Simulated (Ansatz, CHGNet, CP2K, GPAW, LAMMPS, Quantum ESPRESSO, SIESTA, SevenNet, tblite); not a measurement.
**GPAW runs on aqueous Cs+ and SO4 2-, 1.7 mol of salt per kg of water at 360 K (106 atoms)**

How do the settings of GPAW change the result for aqueous Cs+ and SO4 2-, 1.7 mol of salt per kg of water at 360 K (106 atoms)? A plane-wave run serves as the yardstick.

Main program and level: GPAW 26.7.0; the method is named at each step.

### 1. Set-up

The cell holds 106 atoms: 37 O, 1 S, 66 H and 2 Cs. Its edges and angles: a = 10.287 Å, b = 10.287 Å, c = 10.287 Å, α = 90.0°, β = 90.0°, γ = 90.0°. 33 H2O, 2 Cs+, 1 SO4 2- placed at random, at 1.46 g/cm³; overlaps pushed apart, then 10 ps at 420 K with Joung-Cheatham ions (J. Phys. Chem. B 112, 9020 (2008)); MMFF94 bonds, angles, torsions, charges and radii (Halgren, J. Comput. Chem. 17, 490 (1996)) in harmonic and 12-6 forms; SPC/E water (Berendsen, Grigera and Straatsma, J. Phys. Chem. 91, 6269 (1987)). Snapshot after 20 ps at 360 K and fixed volume.

The yardstick, on the same geometry:

* method: Kohn-Sham DFT, PBE, PAW, plane waves (Ansatz 0.2.0); cutoff 420 eV, Γ point, fermi-dirac smearing of 0.05 eV; PAW set soft_2
* r.m.s. force component: 0.6808 eV/Å
* longest force: 3.854 eV/Å
* pressure: 0.4929 GPa
* gap (highest filled to lowest empty level): 4.141 eV
* SCF cycles: 9
* time: 5.8 s on 8 threads of Arm Neoverse V2, shared host
* CPU time: 40 s

### 2. PBE, LCAO dzp, h 0.18 Å

Method: Kohn-Sham DFT, PBE, PAW, atomic orbitals (dzp).

File run.py:

```python
import numpy as np
from ase.io import read
from gpaw import GPAW, FermiDirac
from ase.parallel import parprint as print

atoms = read("structure.xyz")
atoms.calc = GPAW(
    mode="lcao",
    basis="dzp",
    h=0.18,
    xc="PBE",
    kpts={"size": (1, 1, 1), "gamma": True},
    occupations=FermiDirac(0.05),
    maxiter=200,
    symmetry={"point_group": False},
    txt="gpaw.txt",
)
energy = atoms.get_potential_energy(force_consistent=True)
forces = atoms.get_forces()
print(f"energy {energy:.6f} eV")
print("forces (eV/A)")
for i, (a, f) in enumerate(zip(atoms, forces)):
    print(f"{i:4d} {a.symbol:2s} {f[0]:10.5f} {f[1]:10.5f} {f[2]:10.5f}")
print(f"Fermi level {atoms.calc.get_fermi_level():.4f} eV")
for k in range(len(atoms.calc.get_ibz_k_points())):
    for s in range(atoms.calc.get_number_of_spins()):
        e = atoms.calc.get_eigenvalues(kpt=k, spin=s)
        n = np.searchsorted(e, atoms.calc.get_fermi_level())
        print(f"k {k} spin {s} levels about the Fermi level:", np.round(e[max(n - 6, 0):n], 4).tolist(), "|", np.round(e[n:n + 6], 4).tolist())
```

File structure.xyz:

```xyz
106
Lattice="10.28660 0.00000 0.00000 0.00000 10.28660 0.00000 0.00000 0.00000 10.28660" Properties=species:S:1:pos:R:3 pbc="T T T"
O 3.43254 8.34439 10.18764
S 2.11647 7.86935 0.23268
O 1.15519 8.89462 0.40797
O 1.72753 7.01947 9.42829
O 2.21831 7.04478 1.40371
O 5.87529 3.03115 5.17838
H 6.37718 3.07682 6.04214
H 5.34142 2.18611 5.14741
O 3.70379 0.10050 1.69821
H 3.60782 9.63392 1.04738
H 4.03811 10.03242 2.57144
O 5.29873 10.27261 4.16021
H 6.15015 0.09001 3.64619
H 5.50426 9.94714 5.08323
O 4.93613 5.34379 8.06984
H 4.12596 5.82201 7.73079
H 5.18784 5.70865 8.96621
O 2.38083 9.19437 5.23722
H 2.86739 8.60577 4.59163
H 2.57360 10.15246 5.02531
O 9.66704 3.67715 5.37228
H 9.17575 4.49298 5.67728
H 9.48023 3.51853 4.40277
O 3.34808 1.64442 5.24534
H 4.06753 1.15035 4.75714
H 3.22598 2.54768 4.83388
O 8.71738 1.10972 5.78590
H 9.07556 1.99807 5.49829
H 8.50311 0.55959 4.97871
O 8.29265 10.10946 3.33080
H 7.79745 0.30644 2.60909
H 9.21268 9.88378 3.01027
O 5.70701 0.42329 6.65399
H 5.32332 0.33339 7.57310
H 6.70275 0.49252 6.71386
O 2.88416 4.33704 4.51643
H 3.79956 4.73657 4.56550
H 2.28126 4.94734 4.00262
O 3.63240 7.42631 3.50660
H 4.31502 6.71520 3.67551
H 3.03146 7.14085 2.76010
O 5.52812 7.09673 0.10348
H 4.75529 7.71536 0.24482
H 5.45529 6.32317 0.73313
O 0.93227 5.73046 3.22547
H 0.15944 5.14505 2.98065
H 1.22493 6.24942 2.42229
O 7.85361 0.11336 0.17539
H 8.02056 9.42787 0.34018
H 8.64496 0.51382 10.00022
O 8.87857 4.55079 2.71700
H 8.13711 4.83717 3.32391
H 8.53850 4.49638 1.77814
O 7.49996 7.13005 3.95551
H 7.25987 8.06634 3.69906
H 8.36105 7.13417 4.46397
[... 46 atom lines left out ...]
H 3.99490 2.15556 9.43096
H 4.66826 3.46144 8.71830
Cs 0.16047 8.48912 7.84806
Cs 1.63351 3.04998 6.97987
```

Started as:

```
OMP_NUM_THREADS=1 mpirun -np 2 gpaw python run.py > output.txt
```

The program printed:

```text
energy -492.745746 eV
forces (eV/A)
   0 O     3.53556    3.29068   -0.80656
   1 S     2.12574   -1.99810   -0.77363
   2 O    -3.98240    4.39727    0.69733
   3 O    -1.60020   -3.37675   -3.36364
   4 O    -0.27136   -2.36124    4.31367
   5 O     0.54268    0.16615    0.18980
   6 H    -0.64046   -0.61664   -0.64142
   7 H     0.61817    0.32983    0.70391
   8 O     0.06562    0.33162    0.33532
   9 H     0.14548   -0.09948    0.24802
  10 H     0.01862   -0.27487   -0.08118
  11 O    -0.17036   -0.00016   -1.30328
  12 H    -0.48004   -0.02003    0.67540
  13 H     0.23351    0.28896    0.38275
  14 O     0.76122   -0.62159    0.06024
  15 H     0.24280    0.41678   -0.02356
  16 H    -0.39936    0.34359   -0.41021
  17 O    -0.31206    0.05684    0.59994
  18 H     0.20227    0.05324   -0.29766
  19 H     0.10657   -0.38410    0.09890
  20 O     0.00136   -0.24934   -0.56371
  21 H    -0.36769   -0.13754   -0.15231
  22 H    -0.03417    0.65151    0.21975
  23 O    -0.19277   -0.39076   -0.09778
[...]
98 O    -0.40607    0.27398   -0.59860
  99 H     0.40033    0.77341   -0.18984
 100 H    -0.30483   -0.71543    0.66770
 101 O    -0.19835   -0.60311    0.27255
 102 H     0.37167    0.49021   -0.47938
 103 H    -0.35546    0.05700    0.22787
 104 Cs   -1.30044    1.01226   -1.19347
 105 Cs    0.08099   -0.16358    0.09113
Fermi level -0.3559 eV
k 0 spin 0 levels about the Fermi level: [-1.8902, -1.8795, -1.8313, -1.8177, -1.7836, -1.5798] | [2.4856, 3.9654, 4.1985, 4.2415, 4.4449, 4.5859]
```

gpaw.txt:

```text
Input parameters:
  mode=LCAO(),
  basis={'default': 'dzp'},
  h=0.18,
  kpts=MonkhorstPack(size=(1, 1, 1), gamma=True),
  maxiter=200,
  occupations=Occupations(name='fermi-dirac', width=0.05, fixmagmom=False),
  symmetry=Symmetry(point_group=False),
  xc=XC(name='PBE')
Unit cell  # Å
| periodic |         x |         y |         z |   lengths |    angles |
|----------|-----------|-----------|-----------|-----------|-----------|
|      yes | 10.286600 |  0.000000 |  0.000000 | 10.286600 | 90.000000 |
|      yes |  0.000000 | 10.286600 |  0.000000 | 10.286600 | 90.000000 |
|      yes |  0.000000 |  0.000000 | 10.286600 | 10.286600 | 90.000000 |
Number of symmetries: 1
Symmetry operations  # r_c * U_cc + t_c -> r_c
|   | kind |            matrix            |
|---|------|------------------------------|
| 0 |  E   |  1, 0, 0,  0, 1, 0,  0, 0, 1 |
BZ-sampling:
  Number of BZ points: 1
  Number of IBZ points: 1
  Monkhorst-Pack size: [1, 1, 1]
  Monkhorst-Pack shift: [0, 0, 0]
[... lines left out ...]
        l=1, rc=10.6875 Bohr: 6p-dz split-valence wave
        l=2, rc=9.8281 Bohr: 5d-dz split-valence wave
        l=1, rc=14.1406 Bohr: p-type Gaussian polarization
      Number of RI-basis functions 0
Reference energy: -510793.658719  # eV
eigensolver:
density mixing:
  MSR1-Mixer
occupation numbers:
  Fermi-Dirac:
    width: 0.0500  # eV
FastPoissonSolver using
    Stencil: 6*3+1=19 point O(h^6) finite-difference Laplacian
xc functional:
  name: PBE with 2 nearest neighbor stencil
interpolation: tri-quintic # 5. degree polynomial
Initialization done in: 4.744 s
convergence criteria:
- Maximum [total energy] change in last 3 cyles: 0.0005 eV / valence electron
- Maximum integral of absolute [dens]ity change: 0.0001 electrons / valence electron
- Maximum integral of absolute [eigenst]ate change: 4e-08 eV^2 / valence electron
maximum number of iterations: 200
SCF iterations
|iter     |      energy | eigst |  dens |
|---------|-------------|-------|-------|
|iter:   1| -519.823477 |      c|       |
|iter:   2| -513.149517 |      c| -0.84 |
|iter:   3| -492.777963 |      c| -0.88 |
|iter:   4| -492.754837 |      c| -1.45 |
|iter:   5| -492.747875c|      c| -1.80 |
|iter:   6| -492.745914c|      c| -2.84 |
|iter:   7| -492.745756c|      c| -3.15 |
|iter:   8| -492.745749c|      c| -3.65 |
|iter:   9| -492.745746c|      c| -4.22c|
Converged in 9 steps
SCF loop duration: 34.010 s (3.779 s/step)
Energy contributions relative to reference atoms: (reference = -510793.658719)
Energy contributions:
  Kinetic:         455.942606
  Coulomb:        -484.285136
  Zero:              7.880240
  External:          0.000000
  Xc:             -472.283457
  Entropy:          -0.000000
  Spinorbit:         0.000000
  ----------------------------
  Free energy:    -492.745746
  Extrapolated:   -492.745746
dipole moment: (-54.512801, -32.941764, -39.250397)  # |e|*Ang
Fermi level: -0.356
Eigenvalues  # (at kpt = [0.000, 0.000, 0.000])
| band index |      eig [eV] | occ [0-2] |
|------------|---------------|-----------|
|          0 |       -27.089 |     2.000 |
|        ... |               |           |
|        148 |        -2.015 |     2.000 |
|        149 |        -1.990 |     2.000 |
[...]
|        163 |         5.120 |     0.000 |
|        ... |               |           |
|        191 |         7.786 |     0.000 |
Gap: 4.065 eV
Transition (v -> c):
  (s=0, k=0, n=155, [0.00, 0.00, 0.00]) -> (s=0, k=0, n=156, [0.00, 0.00, 0.00])
No difference between direct/indirect transitions
Force computation time: 7.729  # s
```

Elapsed: 48 s, on 2 MPI ranks of Arm Neoverse V2, shared host; peak memory 1.3 GiB; 97 s of CPU time.

Banners, paths, timers and routine set-up lines are dropped from the logs unmarked, and long logs keep their key lines alone; longer cuts are marked.

Compared with the plane-wave run:

```yaml
r_m_s_force_component: 0.7247 eV/Å
r_m_s_difference_of_force_components: 459.3 meV/Å
longest_difference_of_force_vectors: 2122 meV/Å
force_difference_over_r_m_s_force: 67.46 %
slope_of_forces_against_the_reference_s: 0.8391
correlation_of_force_components: 0.7882
spacing_of_highest_filled_and_lowest_empty_level: 4.065 eV
gap_difference: -0.0758 eV
```

This run lies far from the reference in forces at the same functional.

Length of the force difference by element (eV/Å):

| element | atoms | mean | most |
| --- | --- | --- | --- |
| Cs | 2 | 0.071 | 0.12 |
| H | 66 | 0.67 | 0.70 |
| O | 37 | 0.93 | 2.1 |
| S | 1 | 0.24 | 0.24 |

Levels nearest the highest filled one (eV from it): -0.31, -0.30, -0.25, -0.24, -0.20, 0.00, 4.07, 5.55, 5.78, 5.82, 6.02, 6.17.

Local excerpt of 12 atoms (numbers count through the whole input) about O3, which bears the longest force; x, y, z are measured from there.

| atom | x | y | z | distance (Å) | bonds | Fx | Fy | Fz (eV/Å) |
| --- | --- | --- | --- | --- | --- | --- | --- | --- |
| O3 | 0.00 | 0.00 | 0.00 | 0.00 | 2 | -3.98 | 4.40 | 0.70 |
| S2 | 0.96 | -1.03 | -0.18 | 1.42 | 4 | 2.13 | -2.00 | -0.77 |
| H73 | -0.38 | 0.32 | 1.60 | 1.67 | 1 | 0.30 | 0.83 | 0.26 |
| H58 | -1.41 | -0.95 | 0.11 | 1.70 | 1 | -0.28 | -0.35 | 0.46 |
| H100 | -0.56 | 1.58 | -0.33 | 1.71 | 1 | 0.40 | 0.77 | -0.19 |
| O4 | 0.57 | -1.88 | -1.27 | 2.33 | 2 | -1.60 | -3.38 | -3.36 |
| O5 | 1.06 | -1.85 | 1.00 | 2.35 | 1 | -0.27 | -2.36 | 4.31 |
| O1 | 2.28 | -0.55 | -0.51 | 2.40 | 1 | 3.54 | 3.29 | -0.81 |
| O72 | -0.51 | 0.93 | 2.38 | 2.60 | 2 | -0.49 | 0.01 | 0.53 |
| O99 | -0.86 | 2.30 | -0.96 | 2.64 | 3 | -0.41 | 0.27 | -0.60 |
| H10 | 2.45 | 0.74 | 0.64 | 2.64 | 1 | 0.15 | -0.10 | 0.25 |
| O57 | -2.30 | -1.38 | 0.27 | 2.69 | 3 | -0.46 | -0.27 | 0.21 |

Atoms are counted from 1 here, from 0 in the log.

Forces lie 67 % from the reference's, at 2.4 times its CPU time (on 2 against 8 cores).

### 3. LDA, LCAO dzp, h 0.18 Å

Method: Kohn-Sham DFT, LDA, PAW, atomic orbitals (dzp).

Changes to run.py since step 2:

```diff
@@ -10,3 +10,3 @@
     h=0.18,
-    xc="PBE",
+    xc="LDA",
     kpts={"size": (1, 1, 1), "gamma": True},
```

structure.xyz is that of step 2.

The program printed:

```text
energy -530.233875 eV
forces (eV/A)
   0 O     3.04113    3.07603   -0.51298
   1 S     2.07879   -2.02857   -0.86241
   2 O    -3.59728    3.87689    0.70105
   3 O    -1.43548   -2.95914   -2.91792
   4 O    -0.26362   -2.09135    3.84229
   5 O     0.52176    0.42347    0.01945
[...]
103 H    -0.20232    0.33529    0.15657
 104 Cs   -1.20223    0.80585   -1.05041
 105 Cs    0.17421   -0.02552    0.00348
Fermi level -0.6436 eV
k 0 spin 0 levels about the Fermi level: [-2.1239, -2.11, -2.0732, -2.0624, -2.0198, -1.8428] | [1.979, 3.4693, 3.7215, 3.7408, 3.9793, 4.0979]
```

gpaw.txt:

```text
Input parameters:
  mode=LCAO(),
  basis={'default': 'dzp'},
  h=0.18,
  kpts=MonkhorstPack(size=(1, 1, 1), gamma=True),
  maxiter=200,
  occupations=Occupations(name='fermi-dirac', width=0.05, fixmagmom=False),
[... lines left out ...]
  Fermi-Dirac:
[... lines left out ...]
convergence criteria:
- Maximum [total energy] change in last 3 cyles: 0.0005 eV / valence electron
[... lines left out ...]
Converged in 9 steps
[... lines left out ...]
  Free energy:    -530.233875
[... lines left out ...]
Fermi level: -0.644
[... lines left out ...]
|        ... |               |           |
|        148 |        -2.260 |     2.000 |
|        149 |        -2.246 |     2.000 |
[...]
|        163 |         4.639 |     0.000 |
|        ... |               |           |
|        191 |         7.254 |     0.000 |
Gap: 3.822 eV
Transition (v -> c):
  (s=0, k=0, n=155, [0.00, 0.00, 0.00]) -> (s=0, k=0, n=156, [0.00, 0.00, 0.00])
No difference between direct/indirect transitions
Force computation time: 7.511  # s
```

It took 43 s on 2 MPI ranks; peak memory 1.3 GiB; 86 s of CPU time.

Against the reference:

```
r.m.s. force component                           : 0.6797 eV/Å
r.m.s. difference of force components            : 581.9 meV/Å
longest difference of force vectors              : 1488 meV/Å
force difference over r.m.s. force               : 85.47 %
slope of forces against the reference's          : 0.6332
correlation of force components                  : 0.6342
gap (highest filled to lowest empty level) : 3.822 eV
gap difference                                   : -0.3194 eV
```

Against the first run (67 %), the force difference from the reference is 85 %, at 0.89 times the CPU time; the model has changed, so this is no error of the program alone.

### 4. PBE, LCAO szp(dzp), h 0.18 Å

Method: Kohn-Sham DFT, PBE, PAW, atomic orbitals (szp(dzp)).

Changes to run.py since step 3:

```diff
@@ -3,3 +3,2 @@
 from gpaw import GPAW, FermiDirac
-from ase.parallel import parprint as print
 
@@ -8,5 +7,5 @@
     mode="lcao",
-    basis="dzp",
+    basis="szp(dzp)",
     h=0.18,
-    xc="LDA",
+    xc="PBE",
     kpts={"size": (1, 1, 1), "gamma": True},
```

structure.xyz is that of step 3.

Started as:

```
OMP_NUM_THREADS=1 python run.py > output.txt
```

The program printed:

```text
energy -443.460325 eV
forces (eV/A)
   0 O     4.29658    3.79869   -1.07186
   1 S     1.76205   -2.28178   -0.97823
   2 O    -4.55235    5.07154    0.81808
   3 O    -1.75160   -3.66744   -3.78622
   4 O    -0.23267   -2.96250    5.09176
   5 O     0.53653    1.76200   -1.35771
[...]
103 H     1.17217    1.10088    0.15816
 104 Cs   -1.32519    0.86268   -1.01026
 105 Cs    0.41134   -0.06745   -0.04306
Fermi level 0.0306 eV
k 0 spin 0 levels about the Fermi level: [-1.7065, -1.6882, -1.639, -1.5779, -1.5021, -1.2492] | [2.9385, 4.1624, 4.4518, 4.6003, 4.8101, 4.9019]
```

gpaw.txt:

```text
Input parameters:
  mode=LCAO(),
  basis={'default': 'szp(dzp)'},
  h=0.18,
  kpts=MonkhorstPack(size=(1, 1, 1), gamma=True),
  maxiter=200,
  occupations=Occupations(name='fermi-dirac', width=0.05, fixmagmom=False),
[... lines left out ...]
  Fermi-Dirac:
[... lines left out ...]
convergence criteria:
- Maximum [total energy] change in last 3 cyles: 0.0005 eV / valence electron
[... lines left out ...]
Converged in 9 steps
[... lines left out ...]
  Free energy:    -443.460325
[... lines left out ...]
Fermi level: 0.031
[... lines left out ...]
|        ... |               |           |
|        191 |         8.881 |     0.000 |
Gap: 4.188 eV
Transition (v -> c):
  (s=0, k=0, n=155, [0.00, 0.00, 0.00]) -> (s=0, k=0, n=156, [0.00, 0.00, 0.00])
No difference between direct/indirect transitions
Force computation time: 10.857  # s
timing:  # [seconds]
  Total:  63.067  # ━━━━━━━━━━━━━━━━━━━━━━━━━━━━━━━━━━━━━━━━━━━━━━━━━━━━━━━━━
  Init:    6.198  # ━━━━━╸
  SCF:    45.982  # ━━━━━━━━━━━━━━━━━━━━━━━━━━━━━━━━━━━━━━━━━╸
  Forces: 10.857  # ━━━━━━━━━━
```

The job ended after 64 s (1 thread; peak memory 1 GiB).

Numbers from this run, and their distance from the reference:

```
r.m.s. force component                           : 1.395 eV/Å
r.m.s. difference of force components            : 1548 meV/Å
longest difference of force vectors              : 3300 meV/Å
force difference over r.m.s. force               : 227.3 %
slope of forces against the reference's          : 0.0141
correlation of force components                  : 0.00689
gap (highest filled to lowest empty level) : 4.188 eV
gap difference                                   : 0.0465 eV
```

This is a coarse setting, run to see what it loses.

Against the first run (67 %), the force difference from the reference is 227 %, at 0.66 times the CPU time (on 1 against 2 cores), with 638 basis functions against 882: the smaller basis costs accuracy.

(Part 1 of 2 ends here.)

[Also dropped from logs without a mark: logging warnings of Python, and SIESTA's first energy breakdown and zero terms.]

[Logs are printed without paths, hosts, clocks, repeated set-up lines and the standing remarks that a program may print on its own settings, such as how far it seeks lower states.]

[Hosts, paths, dates, database ids (printed as entryN), source tags and the programs' standing remarks are cut or masked in the printed files.]

[The MMFF94 radii named for the starting cell were scaled by 0.96; in molecules described by MMFF94, hydrogen bound to N, O or S took a small fixed 12-6 site in their place.]
